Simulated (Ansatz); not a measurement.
## BeCd3, from a guessed structure to a relaxed one

Starting from a made-up structure for BeCd3, the aim is the relaxed cell, its shortest contacts and, where a second run follows, its electronic structure.

Main program and level: Ansatz 0.2.0; DFT, r2SCAN, plane-wave PAW, files of the set soft_1, scalar-relativistic, no spin, cell and ions relaxed at zero pressure; PAW set soft_1, in the first sound run; inputs show where later runs differ.

**1. The starting structure**

Symmetry: I4/mmm, No. 139, tetragonal system. The conventional cell has a = 4.232 Å, b = 4.232 Å, c = 9.122 Å, α = 90.00°, β = 90.00°, γ = 90.00°. Nearest to Cd lie 4 Be at 2.99 Å and 8 Cd at 3.11 Å. Nearest to Cd lie 8 Cd at 2.99 to 3.11 Å and 4 Be at 3.11 Å. Be has 12 Cd at 2.99 to 3.11 Å nearest. Farther neighbours are not listed.

**2. Relaxing cell and atoms**

The guessed cell has no reason to be at equilibrium. It is relaxed with the atoms, within the space group of the guess.

input.yaml

```yaml
crystal:
  lattice:
    - [-2.116, 2.116, 4.561]
    - [2.116, -2.116, 4.561]
    - [2.116, 2.116, -4.561]
  atoms:
    - { symbol: Cd, position: [0.5, 0.5, 0.0] }
    - { symbol: Cd, position: [0.25, 0.75, 0.5] }
    - { symbol: Cd, position: [0.75, 0.25, 0.5] }
    - { symbol: Be, position: [0.0, 0.0, 0.0] }
kpoints:
  mp_grid: { grid: [9, 9, 9] }
scf:
  occupations: { method: fermi_dirac, width: 0.05 }
hamiltonian:
  xc: r2scan
  pseudopotentials: { kind: paw, azcp: { folder: soft_1 } }
relax:
  f_tol: 0.015
  max_steps: 70
  cell: {}
output:
  forces: true
  stress: true
```

Run with:

```console
$ ansatz run input.yaml --threads 4 --pin off --max-ram 10240MiB --backend cpu --events-out ev --progress --plain --runs-dir out
```

Numbers of over 12 decimals in the logs are rounded to 6 here.

The program printed:

```text
Engine: ansatz 0.2.0, x86_64-unknown-linux-gnu
Pseudopotentials: kind: paw
Pseudopotential: Cd, paw, valence charge 20, recommended cutoff 500 eV (meta_gga), soft_1/Cd.paw.azcp
Pseudopotential: Be, paw, valence charge 2, recommended cutoff 500 eV (meta_gga), soft_1/Be.paw.azcp
Functional definition: r2SCAN
  parameter k0 = 0.174
  parameter k1 = 0.065
  parameter a1 = 4.9479
  exchange = r2scan_x(k0 = k0, k1 = k1, a1 = a1)
  correlation = r2scan_c
Crystal: 4 atoms, lattice volume = 81.687 Å³
Basis set: ecut = 500 eV, 2065 PW (Γ), exchange–correlation on 160×160×160 points (64 copies of the dense FFT grid, shifted against one another)
Bands: 38, of which v1, the nominal top of the filled ones, is band 31 counted from 1 (30 counted from 0)
Symmetry: 16 space group operations
Space group: I4/mmm (ITA 139), of the structure as read, at distance tolerance 4.3e-5 Å
k-points: 75 of 729
Non-local potential: Cd, projectors of the file, l = 0: 3, l = 1: 2, l = 2: 2, l = 3: 1
Non-local potential: Be, projectors of the file, l = 0: 2, l = 1: 2, l = 2: 1
PAW form: soft (Blöchl's): semilocal exchange-correlation on the pseudo side does not see the compensation charge
PAW frozen core: Cd, regenerated for the run's functional (the file was generated under x = pbe(κ = 0.804, μ = 0.219515), c = pbe(β = 0.066725))
PAW frozen core: Be, regenerated for the run's functional (the file was generated under x = pbe(κ = 0.804, μ = 0.219515), c = pbe(β = 0.066725))
PAW one-centre angular grid: Cd, 590 points (default); XC on 160 Gauss nodes
PAW one-centre angular grid: Be, 302 points (default); XC on 224 Gauss nodes
Initial density: superposition of atomic densities (chi_scale 0.1, normalization cell, long waves kept (reshape's long-wave potential 0.00 eV rms))
Initial wavefunctions: pseudopotential atomic-orbital guess
Functional: x = r2scan, c = r2scan; τ floored in thin density (d = 2e-4 eV/Å³)
iter 1 solved again at ethr=1.57e-3 eV; its pass at ethr=3.10e-3 eV (dr2=9.75e-1 eV) is discarded
SCF iter   1: F=—  HF=-24896.537661 eV  |F-HF|=—  |Δ(HF+E_count)|=         —  Δρ=2.64e-2  dr2=1.00e0  dr2_τ=5.16e-2  ethr=1.57e-3  ⟨swp⟩=1.0  Hψ=14634  notcnv=0
preconditioner: auto → Kerker (q_TF=auto, 2.606 Å⁻¹)  [metal: Δε(μ)=0.034 eV  Ē_g=11.793 eV  σ=0.050 eV  W_gap=0.16  n_scr=30 (ndim 8)  ℏωp=25.3 eV  f_vac=0.000  D(μ)=2.45/eV (n_scr^D=14)]
SCF iter   2: F=—  HF=-24896.440337 eV  |F-HF|=—  |Δ(HF+E_count)|=   9.73e-2  Δρ=1.50e-2  dr2=3.54e-1  dr2_τ=2.47e-3  ethr=1.57e-3  ⟨swp⟩=3.0  Hψ=4733  notcnv=0
SCF iter   3: F=—  HF=-24896.460754 eV  |F-HF|=—  |Δ(HF+E_count)|=   2.04e-2  Δρ=4.82e-3  dr2=2.97e-2  dr2_τ=1.81e-3  ethr=5.71e-4  ⟨swp⟩=2.4  Hψ=4061  notcnv=0  defer=125
SCF iter   4: F=—  HF=-24896.471389 eV  |F-HF|=—  |Δ(HF+E_count)|=   1.06e-2  Δρ=1.97e-3  dr2=2.89e-3  dr2_τ=4.70e-5  ethr=4.80e-5  ⟨swp⟩=2.0  Hψ=4550  notcnv=0  defer=125
SCF iter   5: F=—  HF=-24896.474315 eV  |F-HF|=—  |Δ(HF+E_count)|=   2.93e-3  Δρ=5.56e-4  dr2=3.37e-4  dr2_τ=7.19e-6  ethr=4.66e-6  ⟨swp⟩=2.1  Hψ=4489  notcnv=0  defer=126
SCF iter   6: F=—  HF=-24896.474699 eV  |F-HF|=—  |Δ(HF+E_count)|=   3.85e-4  Δρ=1.38e-4  dr2=1.99e-5  dr2_τ=1.61e-7  ethr=5.43e-7  ⟨swp⟩=2.0  Hψ=4157  notcnv=0  defer=126
SCF iter   7: F=—  HF=-24896.474745 eV  |F-HF|=—  |Δ(HF+E_count)|=   4.55e-5  Δρ=5.65e-5  dr2=3.33e-6  dr2_τ=5.24e-8  ethr=3.21e-8  ⟨swp⟩=2.0  Hψ=4235  notcnv=0  defer=126
SCF iter   8: F=—  HF=-24896.474750 eV  |F-HF|=—  |Δ(HF+E_count)|=   4.92e-6  Δρ=2.79e-5  dr2=5.15e-7  dr2_τ=2.65e-8  ethr=5.37e-9  ⟨swp⟩=2.0  Hψ=4315  notcnv=0  defer=126
SCF iter   9: F=-24896.474750 eV  HF=-24896.474750 eV  |F-HF|=2.69e-8  |Δ(HF+E_count)|=   2.37e-8  Δρ=5.47e-6  dr2=2.57e-8  dr2_τ=1.21e-9  ethr=1.61e-10  ⟨swp⟩=4.2  Hψ=9241  notcnv=0
SCF 1 converged in 9 iterations: F = -24896.474750 eV  dr2 = 2.57e-8
  greatest PAW one-centre occupation: 1.002 electrons in one spin orbital (limit 2), on the Cd atom at site 2 (counted from 0), in its partial waves of l = 0
relax step   1: F+E_penalty+E_count = -24896.47474996 eV  Δ(F+E_penalty+E_count) = +0.000e0 eV  max|allowed force component| = 3.469e-18 eV/Å  Δτ_max = 0.0000 Å  P = -4.915 GPa  Ω = 81.687 Å³  (9 SCF iters, dr2 threshold 1.00e-7 eV, accepted)
Crystal: 4 atoms, lattice volume = 74.731 Å³
Basis set: ecut = 500 eV, 1927 PW (Γ), exchange–correlation on 160×160×160 points (64 copies of the dense FFT grid, shifted against one another)
Initial density: handed on by an earlier stage of this run
Initial wavefunctions: those handed on with the density
iter 1 solved again at ethr=4.61e-5 eV; its pass at ethr=3.10e-3 eV (dr2=2.86e-2 eV) is discarded
SCF iter   1: F=—  HF=-24895.988460 eV  |F-HF|=—  |Δ(HF+E_count)|=         —  Δρ=6.28e-3  dr2=2.96e-2  dr2_τ=4.61e-1  ethr=4.61e-5  ⟨swp⟩=1.5  Hψ=13192  notcnv=0
preconditioner: auto → Kerker (q_TF=auto, 2.645 Å⁻¹)  [metal: Δε(μ)=0.050 eV  Ē_g=12.804 eV  σ=0.050 eV  W_gap=0.25  n_scr=22 (ndim 8)  ℏωp=26.5 eV  f_vac=0.000  D(μ)=1.40/eV (n_scr^D=10)]
SCF iter   2: F=—  HF=-24896.657159 eV  |F-HF|=—  |Δ(HF+E_count)|=   6.69e-1  Δρ=2.90e-3  dr2=1.78e-2  dr2_τ=2.37e-4  ethr=4.61e-5  ⟨swp⟩=3.0  Hψ=6193  notcnv=0
SCF iter   3: F=—  HF=-24896.654670 eV  |F-HF|=—  |Δ(HF+E_count)|=   2.49e-3  Δρ=1.96e-3  dr2=8.03e-3  dr2_τ=2.84e-5  ethr=2.88e-5  ⟨swp⟩=1.0  Hψ=3250  notcnv=0
SCF iter   4: F=—  HF=-24896.652917 eV  |F-HF|=—  |Δ(HF+E_count)|=   1.75e-3  Δρ=4.26e-4  dr2=1.33e-4  dr2_τ=3.24e-6  ethr=1.30e-5  ⟨swp⟩=2.0  Hψ=3279  notcnv=0
SCF iter   5: F=—  HF=-24896.652929 eV  |F-HF|=—  |Δ(HF+E_count)|=   1.24e-5  Δρ=1.77e-4  dr2=3.84e-5  dr2_τ=2.52e-7  ethr=2.14e-7  ⟨swp⟩=2.8  Hψ=4340  notcnv=0
SCF iter   6: F=—  HF=-24896.652930 eV  |F-HF|=—  |Δ(HF+E_count)|=   9.27e-7  Δρ=4.80e-5  dr2=3.12e-6  dr2_τ=3.90e-8  ethr=6.19e-8  ⟨swp⟩=2.0  Hψ=3135  notcnv=0
SCF iter   7: F=-24896.652931 eV  HF=-24896.652931 eV  |F-HF|=5.70e-8  |Δ(HF+E_count)|=   7.42e-7  Δρ=1.72e-5  dr2=2.10e-7  dr2_τ=4.71e-9  ethr=6.45e-10  ⟨swp⟩=3.0  Hψ=10445  notcnv=0
SCF 2 converged in 7 iterations: F = -24896.652931 eV  dr2 = 2.10e-7
  greatest PAW one-centre occupation: 1.003 electrons in one spin orbital (limit 2), on the Cd atom at site 2 (counted from 0), in its partial waves of l = 0
relax step   2: F+E_penalty+E_count = -24896.65293095 eV  Δ(F+E_penalty+E_count) = -1.782e-1 eV  max|allowed force component| = 1.735e-18 eV/Å  Δτ_max = 0.0000 Å  P = -0.618 GPa  Ω = 74.731 Å³  energy of the carried Pulay correction = +5.610e-3 eV  (7 SCF iters, dr2 threshold 4.00e-7 eV, accepted)
Crystal: 4 atoms, lattice volume = 72.471 Å³
Basis set: ecut = 500 eV, 1839 PW (Γ), exchange–correlation on 160×160×160 points (64 copies of the dense FFT grid, shifted against one another)
iter 1 solved again at ethr=6.96e-6 eV; its pass at ethr=3.10e-3 eV (dr2=4.31e-3 eV) is discarded
SCF iter   1: F=—  HF=-24896.388269 eV  |F-HF|=—  |Δ(HF+E_count)|=         —  Δρ=2.55e-3  dr2=4.41e-3  dr2_τ=2.22e-1  ethr=6.96e-6  ⟨swp⟩=2.6  Hψ=14634  notcnv=0
preconditioner: auto → Kerker (q_TF=auto, 2.658 Å⁻¹)  [metal: Δε(μ)=0.045 eV  Ē_g=13.048 eV  σ=0.050 eV  W_gap=0.22  n_scr=22 (ndim 8)  ℏωp=26.9 eV  f_vac=0.000  D(μ)=1.13/eV (n_scr^D=2)]
SCF iter   2: F=—  HF=-24896.678698 eV  |F-HF|=—  |Δ(HF+E_count)|=   2.90e-1  Δρ=1.58e-3  dr2=3.23e-3  dr2_τ=7.11e-5  ethr=6.96e-6  ⟨swp⟩=3.0  Hψ=5957  notcnv=0
SCF iter   3: F=—  HF=-24896.678855 eV  |F-HF|=—  |Δ(HF+E_count)|=   1.57e-4  Δρ=1.07e-3  dr2=1.47e-3  dr2_τ=2.20e-5  ethr=5.21e-6  ⟨swp⟩=1.0  Hψ=2853  notcnv=0
SCF iter   4: F=—  HF=-24896.678931 eV  |F-HF|=—  |Δ(HF+E_count)|=   7.58e-5  Δρ=2.14e-4  dr2=3.68e-5  dr2_τ=5.03e-7  ethr=2.38e-6  ⟨swp⟩=2.1  Hψ=3415  notcnv=0
SCF iter   5: F=—  HF=-24896.678936 eV  |F-HF|=—  |Δ(HF+E_count)|=   4.84e-6  Δρ=9.72e-5  dr2=8.44e-6  dr2_τ=1.37e-7  ethr=5.93e-8  ⟨swp⟩=2.7  Hψ=4605  notcnv=0
SCF iter   6: F=—  HF=-24896.678939 eV  |F-HF|=—  |Δ(HF+E_count)|=   3.61e-6  Δρ=4.15e-5  dr2=1.47e-6  dr2_τ=2.15e-8  ethr=1.36e-8  ⟨swp⟩=2.0  Hψ=3244  notcnv=0
SCF iter   7: F=-24896.678940 eV  HF=-24896.678940 eV  |F-HF|=1.05e-8  |Δ(HF+E_count)|=   4.93e-7  Δρ=7.93e-6  dr2=6.42e-8  dr2_τ=2.23e-9  ethr=6.45e-10  ⟨swp⟩=4.1  Hψ=9225  notcnv=0
SCF 3 converged in 7 iterations: F = -24896.678940 eV  dr2 = 6.42e-8
relax step   3: F+E_penalty+E_count = -24896.67893976 eV  Δ(F+E_penalty+E_count) = -2.601e-2 eV  max|allowed force component| = 3.903e-18 eV/Å  Δτ_max = 0.0000 Å  P = +1.468 GPa  Ω = 72.471 Å³  energy of the carried Pulay correction = +7.558e-3 eV  (7 SCF iters, dr2 threshold 4.00e-7 eV, accepted)
Crystal: 4 atoms, lattice volume = 73.824 Å³
Basis set: ecut = 500 eV, 1855 PW (Γ), exchange–correlation on 160×160×160 points (64 copies of the dense FFT grid, shifted against one another)
iter 1 solved again at ethr=3.21e-6 eV; its pass at ethr=3.10e-3 eV (dr2=1.99e-3 eV) is discarded
SCF iter   1: F=—  HF=-24896.649832 eV  |F-HF|=—  |Δ(HF+E_count)|=         —  Δρ=1.76e-3  dr2=2.08e-3  dr2_τ=2.59e-2  ethr=3.21e-6  ⟨swp⟩=1.6  Hψ=12793  notcnv=0
preconditioner: auto → Kerker (q_TF=auto, 2.650 Å⁻¹)  [metal: Δε(μ)=0.028 eV  Ē_g=12.991 eV  σ=0.050 eV  W_gap=0.14  n_scr=22 (ndim 8)  ℏωp=26.6 eV  f_vac=0.000  D(μ)=1.16/eV (n_scr^D=10)]
SCF iter   2: F=—  HF=-24896.686805 eV  |F-HF|=—  |Δ(HF+E_count)|=   3.70e-2  Δρ=7.90e-4  dr2=1.08e-3  dr2_τ=2.18e-5  ethr=3.21e-6  ⟨swp⟩=2.0  Hψ=5703  notcnv=0
SCF iter   3: F=—  HF=-24896.686661 eV  |F-HF|=—  |Δ(HF+E_count)|=   1.44e-4  Δρ=5.65e-4  dr2=6.06e-4  dr2_τ=1.90e-6  ethr=1.74e-6  ⟨swp⟩=1.0  Hψ=2850  notcnv=0
SCF iter   4: F=—  HF=-24896.686525 eV  |F-HF|=—  |Δ(HF+E_count)|=   1.35e-4  Δρ=1.01e-4  dr2=1.89e-5  dr2_τ=4.61e-7  ethr=9.78e-7  ⟨swp⟩=2.0  Hψ=3095  notcnv=0
SCF iter   5: F=—  HF=-24896.686505 eV  |F-HF|=—  |Δ(HF+E_count)|=   1.99e-5  Δρ=2.21e-5  dr2=3.05e-7  dr2_τ=2.11e-8  ethr=6.45e-10  ⟨swp⟩=3.0  Hψ=10612  notcnv=0
SCF iter   6: F=-24896.686506 eV  HF=-24896.686506 eV  |F-HF|=6.71e-8  |Δ(HF+E_count)|=   5.22e-7  Δρ=8.91e-6  dr2=6.76e-8  dr2_τ=6.13e-10  ethr=4.92e-10  ⟨swp⟩=2.0  Hψ=9707  notcnv=0
SCF 4 converged in 6 iterations: F = -24896.686506 eV  dr2 = 6.76e-8
relax step   4: F+E_penalty+E_count = -24896.68650588 eV  Δ(F+E_penalty+E_count) = -7.566e-3 eV  max|allowed force component| = 6.939e-18 eV/Å  Δτ_max = 0.0000 Å  P = +0.127 GPa  Ω = 73.824 Å³  energy of the carried Pulay correction = +6.393e-3 eV  (6 SCF iters, dr2 threshold 4.00e-7 eV, accepted)
Crystal: 4 atoms, lattice volume = 73.954 Å³
iter 1 solved again at ethr=1.30e-8 eV; its pass at ethr=3.10e-3 eV (dr2=8.04e-6 eV) is discarded
SCF iter   1: F=—  HF=-24896.686126 eV  |F-HF|=—  |Δ(HF+E_count)|=         —  Δρ=1.62e-4  dr2=1.77e-5  dr2_τ=2.31e-4  ethr=1.30e-8  ⟨swp⟩=2.1  Hψ=12375  notcnv=0
eigensolver tolerance schedule calibrated: the retry pair's looser diagonalisation under-reported the residual by θ = 0.55 (0.10/decade); ethr = c·dr2/N_el runs at the constant in force after the calibration composes with the one it found (an armed cap, an earlier calibration), c = 9.7e-2
preconditioner: auto → Kerker (q_TF=auto, 2.649 Å⁻¹)  [metal: Δε(μ)=0.029 eV  Ē_g=12.961 eV  σ=0.050 eV  W_gap=0.14  n_scr=22 (ndim 8)  ℏωp=26.6 eV  f_vac=0.000  D(μ)=1.16/eV (n_scr^D=10)]
SCF iter   2: F=—  HF=-24896.686467 eV  |F-HF|=—  |Δ(HF+E_count)|=   3.41e-4  Δρ=7.29e-5  dr2=9.31e-6  dr2_τ=1.83e-7  ethr=1.30e-8  ⟨swp⟩=2.2  Hψ=5213  notcnv=0
SCF iter   3: F=—  HF=-24896.686466 eV  |F-HF|=—  |Δ(HF+E_count)|=   1.14e-6  Δρ=5.24e-5  dr2=5.20e-6  dr2_τ=1.77e-8  ethr=1.30e-8  ⟨swp⟩=1.0  Hψ=2850  notcnv=0
SCF iter   4: F=-24896.686465 eV  HF=-24896.686465 eV  |F-HF|=3.14e-8  |Δ(HF+E_count)|=   1.03e-6  Δρ=6.90e-6  dr2=2.35e-8  dr2_τ=4.94e-9  ethr=1.37e-10  ⟨swp⟩=3.0  Hψ=10908  notcnv=0
SCF 5 converged in 4 iterations: F = -24896.686465 eV  dr2 = 2.35e-8
relax step   5: F+E_penalty+E_count = -24896.68646467 eV  Δ(F+E_penalty+E_count) = +4.121e-5 eV  max|allowed force component| = 2.602e-18 eV/Å  Δτ_max = 0.0000 Å  P = +0.006 GPa  Ω = 73.954 Å³  energy of the carried Pulay correction = +6.282e-3 eV  (4 SCF iters, dr2 threshold 8.75e-8 eV, accepted)
Initial wavefunctions: pseudopotential atomic-orbital guess (no wavefunctions were taken with the density)
iter 1 solved again at ethr=1.14e-7 eV; its pass at ethr=3.10e-3 eV (dr2=7.07e-5 eV) is discarded
SCF iter   1: F=—  HF=-24896.680591 eV  |F-HF|=—  |Δ(HF+E_count)|=         —  Δρ=3.99e-4  dr2=8.84e-6  dr2_τ=1.31e-4  ethr=1.14e-7  ⟨swp⟩=2.8  Hψ=17331  notcnv=0
preconditioner: auto → Kerker (q_TF=auto, 2.649 Å⁻¹)  [metal: Δε(μ)=0.031 eV  Ē_g=12.959 eV  σ=0.050 eV  W_gap=0.15  n_scr=22 (ndim 8)  ℏωp=26.6 eV  f_vac=0.000  D(μ)=1.16/eV (n_scr^D=10)]
SCF iter   2: F=—  HF=-24896.680614 eV  |F-HF|=—  |Δ(HF+E_count)|=   2.31e-5  Δρ=2.08e-4  dr2=2.38e-6  dr2_τ=2.02e-6  ethr=1.43e-8  ⟨swp⟩=2.0  Hψ=5091  notcnv=0
SCF iter   3: F=—  HF=-24896.680627 eV  |F-HF|=—  |Δ(HF+E_count)|=   1.31e-5  Δρ=1.98e-5  dr2=7.10e-8  dr2_τ=2.82e-8  ethr=3.84e-9  ⟨swp⟩=2.0  Hψ=5134  notcnv=0
SCF iter   4: F=—  HF=-24896.680628 eV  |F-HF|=—  |Δ(HF+E_count)|=   3.22e-8  Δρ=5.46e-6  dr2=2.25e-8  dr2_τ=1.04e-9  ethr=1.15e-10  ⟨swp⟩=2.0  Hψ=4238  notcnv=0
SCF iter   5: F=—  HF=-24896.680628 eV  |F-HF|=—  |Δ(HF+E_count)|=   4.38e-9  Δρ=1.53e-6  dr2=1.87e-9  dr2_τ=9.56e-11  ethr=3.63e-11  ⟨swp⟩=2.0  Hψ=4272  notcnv=0
SCF iter   6: F=—  HF=-24896.680628 eV  |F-HF|=—  |Δ(HF+E_count)|=  9.90e-10  Δρ=6.36e-7  dr2=2.40e-10  dr2_τ=4.97e-11  ethr=3.01e-12  ⟨swp⟩=2.2  Hψ=4346  notcnv=0
SCF iter   7: F=-24896.680628 eV  HF=-24896.680628 eV  |F-HF|=3.27e-11  |Δ(HF+E_count)|=  9.46e-11  Δρ=1.75e-7  dr2=1.49e-11  dr2_τ=1.70e-12  ethr=1.00e-12  ⟨swp⟩=4.1  Hψ=9234  notcnv=0
SCF 6 converged in 7 iterations: F = -24896.680628 eV  dr2 = 1.49e-11
relax step   6: F+E_penalty+E_count = -24896.68062752 eV  Δ(F+E_penalty+E_count) = +5.837e-3 eV  max|allowed force component| = 3.903e-18 eV/Å  Δτ_max = 0.0000 Å  P = +0.001 GPa  Ω = 73.954 Å³  stress off target by 1.46e-2 GPa  SCF on the basis re-selected at this cell (its energy is not comparable with the rows above)  (7 SCF iters)
basis re-selected at this cell: Δ(F+E_penalty+E_count) = +5.837e-3 eV, ΔP = -0.005 GPa vs the last step (what re-selecting the basis moved, of the pressure what is left beyond the Pulay correction that the steps carried, after the strain that the cell walked since its last selection, with what the two solves' SCF thresholds leave and, on support functions, any second-order correction that the steps lacked; it is no m [...]
SCF converged after 7 iterations
Free energy (F): -24896.680628 eV
Harris-Foulkes:  -24896.680628 eV  (|F-HF|=3.27e-11)
Internal energy: -24896.671001 eV  (E = F + TS)
E sigma→0 (E₀):  -24896.675814 eV
Entropy (-TS):   -0.009626 eV (-2.407 meV/atom)
Fermi energy:    13.782172 eV
--- Per-component energies (eV) ---
  E_band       = -1291.330012
  E_kinetic    = 1338.746082
  E_local      = -9757.431303  (includes V_loc(G=0)·N_el)
  E_nonlocal   = 361.423856
  E_hartree    = 4561.001774
  E_xc         = -465.491140
  E_vxc        = -674.199847  (∫ρ·V_xc dr)
  E_paw        = -12418.563575  (= ΣΔE_a)
  E_vpaw       = -1728.161917  (= ΣTr[D̂ρ^β])
  E_aug_tail   = 0.000032  (compensation charges beyond the density's cutoff)
  E_vtau       = 46.289735  (kinetic-family band-sum trace: ∫τ·v_τ [+ j·A + Jᵃ·Aᵃ] dr)
  E_ewald      = -8514.650406
  E_core_change = -1.706321  (= ΣΔE_core)
  E_smearing   = -0.009626  (= −TS)
  E_closure    = -0.000000  (closes the sum)
  Σ components = -24896.680628   (vs F -24896.680628, Δ=0.00e0)
--- Forces (eV/Å), atoms counted from 1 ---
  atom   1  Cd     0.00000000     0.00000000    -0.00000000
  atom   2  Cd     0.00000000     0.00000000     0.00000000
  atom   3  Cd     0.00000000     0.00000000     0.00000000
  atom   4  Be     0.00000000     0.00000000     0.00000000
  max |Σ_I F_I| component: 1.21e-17 eV/Å
--- Stress (GPa, compression-positive) ---
        0.008900       0.000000       0.000000
        0.000000       0.008900      -0.000000
        0.000000      -0.000000      -0.014582
  P = ⅓ Tr σ = 0.0011 GPa (0.011 kbar)
--- Relaxed structure (5 steps of the walk, 5 accepted, 1 SCFs on fresh bases) ---
  F+E_penalty+E_count = -24896.68062752 eV   max|allowed force component| = 3.903e-18 eV/Å   (the final SCF, on the basis selected at the relaxed cell)
  cell:  # Å, volume = 73.9544 Å³
    - [-2.103303, 2.103303, 4.179268]
    - [2.103303, -2.103303, 4.179268]
    - [2.103303, 2.103303, -4.179268]
  atoms:
    - { symbol: Cd, position: [0.5, 0.5, 0] }
    - { symbol: Cd, position: [0.250000, 0.750000, 0.500000] }
    - { symbol: Cd, position: [0.750000, 0.250000, 0.500000] }
    - { symbol: Be, position: [0, 0, 0] }
```

Elapsed: 12 s, on 4 threads of AMD EPYC 9B45 (Zen 5), shared host; peak memory 0.86 GiB.

Relaxation path:

```
step  energy less that of the first step (eV)  largest force component (eV/Å)  pressure (GPa)  volume (Å³)
   1                                   0.0000                          0.0000           -4.91        81.69
   2                                  -0.1782                          0.0000           -0.62        74.73
   3                                  -0.2042                          0.0000            1.47        72.47
   4                                  -0.2118                          0.0000            0.13        73.82
   5                                  -0.2117                          0.0000            0.01        73.95
  6*                                  -0.2059                          0.0000            0.00        73.95
```

Relaxation steps marked * repeat the geometry before them on a plane-wave basis chosen anew for their cell, so energy and pressure can jump there.

The run keeps the 16 symmetry operations that it works with, so distortions that break them were not tested.

```
conventional cell, symmetrised  before  after  change
                         a (Å)   4.232  4.207  -0.6 %
                         b (Å)   4.232  4.207  -0.6 %
                         c (Å)   9.122  8.359  -8.4 %
              volume (Å³/atom)   20.42  18.49  -9.5 %
```

The relaxed structure:

```cif
data_structure
_symmetry_space_group_name_H-M 'P 1'
_symmetry_Int_Tables_number 1
_cell_length_a 5.1297
_cell_length_b 5.1297
_cell_length_c 5.1297
_cell_angle_alpha 131.587
_cell_angle_beta 131.587
_cell_angle_gamma 70.881
_cell_volume 73.95
loop_
_atom_site_label
_atom_site_type_symbol
_atom_site_fract_x
_atom_site_fract_y
_atom_site_fract_z
_atom_site_occupancy
Cd1 Cd 0.50000 0.50000 0.00000 1
Cd2 Cd 0.25000 0.75000 0.50000 1
Cd3 Cd 0.75000 0.25000 0.50000 1
Be4 Be 0.00000 0.00000 0.00000 1
```

Numbers from this step:

* free energy: -24896.6806 eV
* energy at zero smearing: -24896.6758 eV
* smearing term TS: 0.009626 eV
* Fermi energy: 13.78 eV
* electrons: 62
* symmetry operations: 16
* pressure: 0.001072 GPa

Shortest distances by pair of elements, guess and relaxed (not always the same contact):

```
 pair  guess (Å)  relaxed (Å)
Be–Cd      2.992        2.965
Cd–Cd      2.992        2.965
Be–Be      4.232        4.207
```

The relaxation ends with a pressure of 0.00 GPa.

(Continued in part 2 of 2.)

[Logs are printed without paths, hosts, clocks, repeated set-up lines and the standing remarks that a program may print on its own settings, such as how far it seeks lower states.]

[Hosts, paths, dates, database ids (printed as entryN), source tags and the programs' standing remarks are cut or masked in the printed files.]
